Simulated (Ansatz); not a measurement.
# Direct or indirect: MgS (Fm-3m)

```
S Mg
1.0
     0.00000    2.60165    2.60165
     2.60165    0.00000    2.60165
     2.60165    2.60165    0.00000
S Mg
1 1
Direct
  0.50000 0.50000 0.50000
  0.00000 0.00000 0.00000
```

Method: Ansatz, PBE, independent particles, without spin-orbit coupling, line width 0.1 eV (Gaussian). The band structure gives a fundamental gap of 2.79 eV. The spectrum of vertical transitions near the edge:

```csv
E (eV),"Im ε, E ∥ xyz"
2.34,0.00
2.46,0.00
2.58,0.00
2.70,0.00
2.82,0.00
2.94,0.00
3.06,0.00
3.18,0.00
3.30,0.00
3.42,0.00
3.54,0.00
3.66,0.04
3.78,0.22
3.90,0.41
4.02,0.54
4.14,0.64
4.26,0.73
4.38,0.88
4.50,1.45
4.62,2.29
4.74,2.98
4.86,3.68
4.98,4.51
```

Question: Is the gap direct or indirect, and about where do vertical transitions set in?

Answer: Indirect, by the band path, whose least direct gap is 3.72 eV. The curves fit this: they stay near zero above 2.79 eV and rise only from about 3.7 eV, though a forbidden direct transition would look alike. Lines are broadened by 0.1 eV, which spreads the edge, and phonons, which would give weak absorption from the fundamental gap up, are left out.

[Logs are printed without paths, hosts, clocks, repeated set-up lines and the standing remarks that a program may print on its own settings, such as how far it seeks lower states.]
